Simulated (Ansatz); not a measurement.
# F on Si(111): dipole against coverage (PBE)

Does each added F group shift the ionisation potential of Si(111) by the same amount?

All values are computed: Ansatz 0.2.0, PBE, plane waves, scalar-relativistic unless marked; slabs or sheets with vacuum, the vacuum level from the planar mean of the electrostatic potential.

```
groups in the 2×2 cell  upper less lower face (eV)  dipole a group, less that of H (D)
                     1                       +0.56                               -0.76
                     2                       +1.05                               -0.71
                     3                       +1.56                               -0.70
                     4                       +2.06                               -0.70
```

If dipoles simply added, 4 groups would give 4/1 × +0.56 = +2.24 eV; the run gives +2.06 eV, 92 % of that. Parallel dipoles sit in each other's field, which opposes them, so each shrinks as the layer fills.

Dipoles by ΔΦ = −μ/(ε₀A), with μ the dipole of one cell along the outward normal; in working units μ (D) = −ΔΦ (eV) × A (Å²) / 37.7.

[Logs are printed without paths, hosts, clocks, repeated set-up lines and the standing remarks that a program may print on its own settings, such as how far it seeks lower states.]
